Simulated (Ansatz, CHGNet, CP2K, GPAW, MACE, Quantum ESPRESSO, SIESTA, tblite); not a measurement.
# Random packing of Sn (61 atoms): other programs against plane waves

One geometry of random packing of Sn (61 atoms) is solved by several programs and methods. How far do their forces lie from a plane-wave PBE run?

Results are calculated, not measured.

## 1. The cell

The cell holds 61 atoms (61 Sn), with edges of 11.91, 11.91 and 11.91 Å. Recipe: 61 atoms (61 Sn) packed at random in a cube at 7.11 g/cm³ and pushed apart as soft spheres; a start for melting by ab initio MD, not an equilibrated structure. Then every atom was moved at random, 0.05 Å r.m.s. a Cartesian component. The density is 7.11 g/cm³.

## 2. The reference input

Quantum ESPRESSO 7.5: Kohn-Sham DFT, PBE, SSSP efficiency 1.3.0 pseudopotentials, plane waves. Its input, pw.in:

```
&control
  calculation = 'scf'
  pseudo_dir = './pseudo'
  outdir = './tmp'
  disk_io = 'none'
  tprnfor = .true.
  tstress = .true.
/
&system
  ibrav = 0
  nat = 61
  ntyp = 1
  ecutwfc = 45
  ecutrho = 360
  nosym = .true.
  occupations = 'smearing'
  smearing = 'fd'
  degauss = 0.003675
/
&electrons
  conv_thr = 3.0e-07
  electron_maxstep = 100
  mixing_beta = 0.2
  mixing_mode = 'local-TF'
  diagonalization = 'david'
/
ATOMIC_SPECIES
Sn 118.710 Sn.upf
CELL_PARAMETERS angstrom
11.91370 0.00000 0.00000
0.00000 11.91370 0.00000
0.00000 0.00000 11.91370
ATOMIC_POSITIONS crystal
Sn 0.97595 0.14213 0.00187
Sn 0.44745 0.00268 0.09220
Sn 0.80622 0.54071 0.95317
Sn 0.26119 0.34622 0.08365
[... 55 atom lines left out ...]
Sn 0.56820 0.36423 0.12637
Sn 0.99079 0.93604 0.11260
K_POINTS gamma
```

```console
$ OMP_NUM_THREADS=1 mpirun -np 4 pw.x -in pw.in > output.txt
```

Run time: 3.8 min. Hardware: 4 MPI ranks of Arm Neoverse V2, shared host; peak memory 4.9 GiB; 15 min of CPU time.

It converged with an r.m.s. force component of 1.2 eV/Å and a pressure of 15 GPa.

## 3. The other programs

- CHGNet: machine-learned potential, published weights.
- CP2K 2026.2: Gaussian basis with GTH pseudopotentials and a plane-wave density; labels give functional, basis (MOLOPT sets; SR short-range, UZH the newer set with its own potentials), grid cutoff/relative cutoff and solver (OT: orbital transformation; TRS4, TC2, SIGN: linear-scaling purification with its sparsity filter), or its built-in tight binding.
- GPAW 26.7.0: PAW with atomic orbitals (LCAO), plane waves or a real-space grid of spacing h.
- MACE: machine-learned potential, published weights.
- Quantum ESPRESSO 7.5: plane waves; labels (QE) give functional, pseudopotential set and cutoffs of waves/density.
- SIESTA 5.4.2: numerical atomic orbitals, whose automatically made sets are far from complete, with PseudoDojo norm-conserving potentials that we converted to its format (checked against plane waves on the same files for H, C, O, Si, Ge and Ca alone); labels give functional, basis size, energy shift and mesh cutoff.
- tblite 0.8.0: extended tight binding, driven from Python.

All use the same cell and atoms, and the electronic-structure runs the same k-mesh.

## 4. All runs compared

Differences are against the reference: forces as r.m.s. over components, share as that over the reference's r.m.s. force, slope as the fitted ratio of a run's forces to the reference's.

| run | Δ force, r.m.s. (meV/Å) | share (%) | slope | Δ pressure (GPa) | cores | CPU time | memory (GiB) |
| --- | --- | --- | --- | --- | --- | --- | --- |
| reference | - | - | - | - | 4 | 15 min | 4.9 |
| CHGNet 0.3.0 potential | 364 | 30.7 | 1.146 | 1.63 | 1 | 2.6 s | 0.54 |
| CP2K GFN1-xTB, diagonalisation | 594 | 50.1 | 1.221 | -13.9 | 1 | 12 s | 0.23 |
| CP2K PBE, DZVP-UZH, 244/50 Ry, diagonalisation (coarse) | 59.3 | 5.01 | 0.993 | 1.30 | 4 | 4.7 min | 3.1 |
| CP2K PBE, DZVP-UZH, 350/50 Ry, diagonalisation | 59.3 | 5.01 | 0.993 | 1.30 | 4 | 3.1 min | 3.6 |
| CP2K PBE, SZV-MOLOPT-SR, 350/50 Ry, diagonalisation (coarse) | 334 | 28.2 | 1.171 | 5.63 | 1 | 2.2 min | 1.8 |
| CP2K PBE, TZV2P-UZH, 350/50 Ry, diagonalisation | 55.8 | 4.71 | 0.991 | 0.909 | 4 | 3.8 min | 4.6 |
| GPAW PBE, LCAO dzp, h 0.16 Å | 66.0 | 5.57 | 1.054 | - | 1 | 7.7 min | 3.7 |
| GPAW PBE, LCAO dzp, h 0.2 Å | 66.6 | 5.62 | 1.054 | - | 1 | 4.3 min | 1.9 |
| GPAW PBE, LCAO sz(dzp), h 0.2 Å (coarse) | 368 | 31.1 | 1.271 | - | 1 | 68 s | 1.5 |
| GPAW PBE, LCAO szp(dzp), h 0.2 Å (coarse) | 140 | 11.8 | 1.109 | - | 1 | 3.1 min | 1.9 |
| MACE MP-0b2 small potential | 243 | 20.5 | 0.966 | -1.92 | 1 | 5.5 s | 0.64 |
| MACE MP-0b3 medium potential | 235 | 19.8 | 0.989 | -1.50 | 1 | 6.1 s | 0.72 |
| QE PBE+D3(BJ), sssp-1.3.0-efficiency, 45/360 Ry | 18.6 | 1.57 | 0.998 | -2.21 | 4 | 15 min | 4.9 |
| SIESTA PBE, DZ, shift 0.01 Ry, mesh 300 Ry (coarse) | 289 | 24.4 | 1.176 | 0.622 | 1 | 2.4 min | 0.96 |
| SIESTA PBE, DZP, shift 0.005 Ry, mesh 300 Ry | 156 | 13.1 | 1.119 | 1.65 | 2 | 8.9 min | 2.1 |
| SIESTA PBE, DZP, shift 0.01 Ry, mesh 300 Ry | 192 | 16.2 | 1.142 | 1.58 | 2 | 6 min | 1.8 |
| SIESTA PBE, SZP, shift 0.01 Ry, mesh 300 Ry (coarse) | 376 | 31.8 | 1.291 | 3.01 | 1 | 4.5 min | 1.3 |
| SIESTA revPBE, PBE potentials, DZP, shift 0.01 Ry, mesh 300 Ry | 216 | 18.2 | 1.163 | 2.67 | 2 | 6.3 min | 1.8 |
| tblite IPEA1-xTB | 797 | 67.2 | 1.471 | 2.18 | 1 | 4.3 s | 0.13 |

Rows marked coarse use a setting chosen to be so.

Times of the machine-learned potentials are mostly Python's start and the loading of weights.

CPU time is summed over cores on shared hosts, so it is rough.

## 5. What came out

Forces lie from 1.6 % (QE PBE+D3(BJ), sssp-1.3.0-efficiency, 45/360 Ry) to 67 % (tblite IPEA1-xTB) of the reference's r.m.s. force of 1.2 eV/Å away from it. The PBE runs in local orbitals, coarse settings apart, differ by 4.7 % (CP2K PBE, TZV2P-UZH, 350/50 Ry, diagonalisation) to 16 % (SIESTA PBE, DZP, shift 0.01 Ry, mesh 300 Ry); basis, grid and potentials can all enter. Tight binding differs by 50 % (CP2K GFN1-xTB, diagonalisation) to 67 % (tblite IPEA1-xTB); it is another model, with fitted parameters of its own, and the xTB methods hold dispersion. Machine-learned potentials differ by 20 % (MACE MP-0b3 medium potential) to 31 % (CHGNet 0.3.0 potential); they were trained on other programs' data.

In the reference's own program, potentials and cutoffs, a change of model alone moves forces by 1.6 % (QE PBE+D3(BJ), sssp-1.3.0-efficiency, 45/360 Ry). Other rows with another functional or a dispersion term differ by 18 % (SIESTA revPBE, PBE potentials, DZP, shift 0.01 Ry, mesh 300 Ry), which mixes the change of model with differences of basis and potentials, some of them made for another functional. IPEA1-xTB was fitted to ionisation energies and electron affinities, not to forces or charges. Runs with settings chosen to be coarse differ by 5.0 % (CP2K PBE, DZVP-UZH, 244/50 Ry, diagonalisation) to 32 % (SIESTA PBE, SZP, shift 0.01 Ry, mesh 300 Ry), their programs' other errors included. SIESTA PBE, SZP, shift 0.01 Ry, mesh 300 Ry stiffens the forces by a factor of 1.29 while following their directions (correlation 0.995); the slopes of the 5 SIESTA runs lie between 1.12 and 1.29. From CP2K PBE, DZVP-UZH, 244/50 Ry, diagonalisation to the finer CP2K PBE, DZVP-UZH, 350/50 Ry, diagonalisation the share goes from 5.01 to 5.01 %, so the grid isn't what parts these runs from the reference. From GPAW PBE, LCAO dzp, h 0.2 Å to the finer GPAW PBE, LCAO dzp, h 0.16 Å the share goes from 5.62 to 5.57 %, so the grid isn't what parts these runs from the reference. Pressures at PBE, coarse settings apart, lie +0.91 to +1.65 GPa from the reference's.

**Limits.** Periodic xTB results under one method name differ between programs and library versions. The potentials hold different valence shells: 854 electrons in the reference, 244 in CP2K with TZV2P-UZH; this bears on time and differences. The reference's pressure holds the uncorrected Pulay stress of its 45 Ry basis, so small pressure differences, may be the reference's own error. Machine-learned potentials mimic data converged in k, so the reference's own k-point error enters their differences. The electronic-structure runs sample only Γ, in a cell whose shortest periodic width is 12 Å, which is coarse for a cell with partly filled levels. The reference's pressure of 15 GPa reflects the volume that the recipe set, positions that aren't this level's minimum and the basis. The reference's 45/360 Ry lie under the cutoffs that SSSP recommends for Sn (60/480 Ry). Spin–orbit coupling is left out. The reference has no spin polarisation, so local moments can't form. Where levels are smeared, the DFT runs use Fermi–Dirac occupations at 580 K (0.05 eV), and energies are free energies. The atoms were displaced at random, and shares hang on the size of the forces that this gives. The reference's cutoffs and mesh weren't converged further here.

[Long decimals in the printed logs are rounded to 6 places.]

[Logs are printed without paths, hosts, clocks, repeated set-up lines and the standing remarks that a program may print on its own settings, such as how far it seeks lower states.]

[Hosts, paths, dates, database ids (printed as entryN), source tags and the programs' standing remarks are cut or masked in the printed files.]

[Only finished runs are shown, without SIESTA runs on faulty potentials for Cu, Fe, Ni or Zn; cells were taken only where this reference lay near another plane-wave run.]
